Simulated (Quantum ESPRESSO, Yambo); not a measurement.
# V2O5 (Pmmn): G0W0 in Yambo against the bands

Aim: move the bands of a G0W0 run on V2O5 (Pmmn) over a wide range.

Calculated with Yambo 5.3.0; LDA and many-body steps on it, plane waves.

Most raw output is cut from this account.

## 1. Starting point

It takes space group Pmmn (No. 59, orthorhombic). The conventional cell has a = 3.564 Å, b = 11.512 Å, c = 4.368 Å, α = 90.00°, β = 90.00°, γ = 90.00°. Nearest to V lie 5 O at 1.58 to 2.02 Å. Nearest to O lie 1 V at 1.58 Å. Nearest to O lie 3 V at 1.88 to 2.02 Å. O has 2 V at 1.78 Å nearest. Farther neighbours and most contacts between anions are not listed.

Structure file:

```cif
data_structure
_symmetry_space_group_name_H-M 'Pmmn:1'
_symmetry_Int_Tables_number 59
_cell_length_a 3.5640
_cell_length_b 11.5120
_cell_length_c 4.3680
_cell_angle_alpha 90.000
_cell_angle_beta 90.000
_cell_angle_gamma 90.000
_cell_volume 179.21
loop_
_atom_site_label
_atom_site_type_symbol
_atom_site_symmetry_multiplicity
_atom_site_Wyckoff_symbol
_atom_site_fract_x
_atom_site_fract_y
_atom_site_fract_z
_atom_site_occupancy
V1 V 4 e 0.00000 0.85118 0.10830 1
O1 O 4 e 0.00000 0.85430 0.46900 1
O2 O 4 e 0.00000 0.68110 0.99700 1
O3 O 2 a 0.00000 0.00000 0.99900 1
```

The cell and positions come from the Crystallography Open Database and are kept as given unless a step says otherwise.

## 2. 76 bands

This step: Yambo 5.3.0; G0W0 on LDA, plane waves, norm-conserving pseudopotentials.

Now the one-shot GW correction: screening in the RPA, then the self-energy of the levels asked for.

Input file gw1.in:

```
HF_and_locXC
gw0
dyson
ppa
em1d
rim_cut
RandQpts= 1000000
RandGvec= 1 RL
EXXRLvcs= 76 Ry
VXCRLvcs= 304 Ry
Chimod= "HARTREE"
% BndsRnXp
 1 | 76 |
%
NGsBlkXp= 5.5 Ry
% LongDrXp
 1 | 1 | 1 |
%
% GbndRnge
 1 | 76 |
%
DysSolver= "n"
ExtendOut
PPAPntXp= 27.21138 eV
% QPkrange
 9 | 9 | 55 | 58 |
 1 | 1 | 55 | 58 |
 3 | 3 | 55 | 58 |
%
```

Command:

```
> OMP_NUM_THREADS=2 mpirun -n 4 yambo -F gw1.in -J gw1 -C gw1 > gw1.log
```

The job ended after 58 s (4 MPI ranks of AMD EPYC 7R43, shared host; peak memory 5.1 GiB; 6.5 min of CPU time).

Numbers from this step:

* G0W0 gap on the points computed: 3.986 eV
* starting gap on the mesh: 1.747 eV
* k of the valence top: -0.5, 0, -0.5
* k of the conduction bottom: 0, 0, 0
* least direct G0W0 gap on the computed points: 4.270 eV
* Z at the valence top: 0.7074
* Z at the conduction bottom: 0.7236

The gap on the mesh goes from 1.75 eV to 3.99 eV, a correction of +2.24 eV.

## 3. 99 bands

gw2.in, as its differences from gw1.in of step 2:

```diff
@@ -12,3 +12,3 @@
 % BndsRnXp
- 1 | 76 |
+ 1 | 99 |
 %
@@ -19,3 +19,3 @@
 % GbndRnge
- 1 | 76 |
+ 1 | 99 |
 %
```

Command:

```
> OMP_NUM_THREADS=2 mpirun -n 4 yambo -F gw2.in -J gw2 -C gw2 > gw2.log
```

Run time: 84 s. Hardware: 4 MPI ranks; peak memory 5.1 GiB.

This step gave:

```yaml
g0w0_gap_on_the_points_computed: 3.812 eV
starting_gap_on_the_mesh: 1.747 eV
k_of_the_valence_top: -0.5, 0, -0.5
k_of_the_conduction_bottom: 0, 0, 0
least_direct_g0w0_gap_on_the_computed_points: 4.080 eV
z_at_the_valence_top: 0.7344
z_at_the_conduction_bottom: 0.7434
```

Against the run before, the gap moves by −0.173 eV.

## 4. 143 bands

gw3.in, as its differences from gw2.in of step 3:

```diff
@@ -12,3 +12,3 @@
 % BndsRnXp
- 1 | 99 |
+ 1 | 143 |
 %
@@ -19,3 +19,3 @@
 % GbndRnge
- 1 | 99 |
+ 1 | 143 |
 %
```

Command:

```
> OMP_NUM_THREADS=2 mpirun -n 4 yambo -F gw3.in -J gw3 -C gw3 > gw3.log
```

Wall time 2.4 min (4 MPI ranks); peak memory 5.2 GiB.

Numbers from this step:

| Property | Result |
| --- | --- |
| G0W0 gap on the points computed | 3.682 eV |
| starting gap on the mesh | 1.747 eV |
| k of the valence top | -0.5, 0, -0.5 |
| k of the conduction bottom | 0, 0, 0 |
| least direct G0W0 gap on the computed points | 3.967 eV |

Against the run before, the gap moves by −0.130 eV.

## 5. 217 bands

gw4.in, as its differences from gw3.in of step 4:

```diff
@@ -12,3 +12,3 @@
 % BndsRnXp
- 1 | 143 |
+ 1 | 217 |
 %
@@ -19,3 +19,3 @@
 % GbndRnge
- 1 | 143 |
+ 1 | 217 |
 %
```

Command:

```
> OMP_NUM_THREADS=2 mpirun -n 4 yambo -F gw4.in -J gw4 -C gw4 > gw4.log
```

Run time: 4.5 min. Hardware: 4 MPI ranks; peak memory 5.2 GiB; 31 min of CPU time.

This step gave:

| Item | Value |
| --- | --- |
| G0W0 gap on the points computed | 3.672 eV |
| starting gap on the mesh | 1.747 eV |
| k of the valence top | -0.5, 0, -0.5 |
| k of the conduction bottom | 0, 0, 0 |
| least direct G0W0 gap on the computed points | 3.955 eV |

Against the run before, the gap moves by −0.010 eV.

## 6. 304 bands

gw5.in, as its differences from gw4.in of step 5:

```diff
@@ -12,3 +12,3 @@
 % BndsRnXp
- 1 | 217 |
+ 1 | 304 |
 %
@@ -19,3 +19,3 @@
 % GbndRnge
- 1 | 217 |
+ 1 | 304 |
 %
```

Command:

```
> OMP_NUM_THREADS=2 mpirun -n 4 yambo -F gw5.in -J gw5 -C gw5 > gw5.log
```

Elapsed: 6.4 min, on 4 MPI ranks; peak memory 5.2 GiB; 45 min of CPU time.

This step gave:

```
G0W0 gap on the points computed              : 3.640 eV
starting gap on the mesh                     : 1.747 eV
k of the valence top                         : -0.5, 0, -0.5
k of the conduction bottom                   : 0, 0, 0
least direct G0W0 gap on the computed points : 3.928 eV
```

Against the run before, the gap moves by −0.032 eV.

## 7. 403 bands

gw6.in, as its differences from gw5.in of step 6:

```diff
@@ -12,3 +12,3 @@
 % BndsRnXp
- 1 | 304 |
+ 1 | 403 |
 %
@@ -19,3 +19,3 @@
 % GbndRnge
- 1 | 304 |
+ 1 | 403 |
 %
```

Command:

```
> OMP_NUM_THREADS=2 mpirun -n 4 yambo -F gw6.in -J gw6 -C gw6 > gw6.log
```

The job ended after 8.6 min (4 MPI ranks; peak memory 5.1 GiB; 62 min of CPU time).

Numbers from this step:

| Quantity | Value |
| --- | --- |
| G0W0 gap on the points computed | 3.619 eV |
| starting gap on the mesh | 1.747 eV |
| k of the valence top | -0.5, 0, -0.5 |
| k of the conduction bottom | 0, 0, 0 |
| least direct G0W0 gap on the computed points | 3.907 eV |

Against the run before, the gap moves by −0.021 eV.

## 8. Side by side

Times are wall times on 4 MPI ranks of AMD EPYC 7R43, shared host, good to a factor of about two.

```csv
run,mesh,bands,screening cutoff (eV),DFT gap (eV),gap on the mesh (eV),direct (eV),time
76 bands,4×1×4,76,74.8,1.747,3.986,4.270,58 s
99 bands,4×1×4,99,74.8,1.747,3.812,4.080,84 s
143 bands,4×1×4,143,74.8,1.747,3.682,3.967,2.4 min
217 bands,4×1×4,217,74.8,1.747,3.672,3.955,4.5 min
304 bands,4×1×4,304,74.8,1.747,3.640,3.928,6.4 min
403 bands,4×1×4,403,74.8,1.747,3.619,3.907,8.6 min
```

## 9. Results

* 76 bands: 3.986 eV
* 99 bands: 3.812 eV
* 143 bands: 3.682 eV
* 217 bands: 3.672 eV
* 304 bands: 3.640 eV
* 403 bands: 3.619 eV
* known limits: not at the basis limit; no spin polarisation; coarse k mesh

The setting moved: bands. From 76 bands to 403 bands the gap moves by −0.37 eV, for 9.0 times the time. The last step still moves it by −0.021 eV. Bands and screening cutoff are coupled, so a series along one setting does not show full convergence. Bands and cutoff are finite, so the gap is not at the basis limit. The miss can reach some tenths of an eV and take either sign; the mesh is an error of its own. In the G0W0 runs levels were corrected at 3 k points alone, so a gap called «on the mesh» is the least over those, and an edge elsewhere would be missed. The 4×1×4 mesh is coarse for this cell, which bears on the long-range parts of exchange and screening. The runs have no spin polarisation. For a closed low-spin shell that is the natural state; where a d or f shell is open it is a constraint, and the gap is then not the crystal's own.

[Paths, hosts, dates, memory and timing lines, banners, echoed tables and standing remarks are left out of the program output.]

[Logs are printed without paths, hosts, clocks, repeated set-up lines and the standing remarks that a program may print on its own settings, such as how far it seeks lower states.]

[Runs of the session that timed out or met a known fault of the program may be left out.]

[Hosts, paths, dates, database ids (printed as entryN), source tags and the programs' standing remarks are cut or masked in the printed files.]
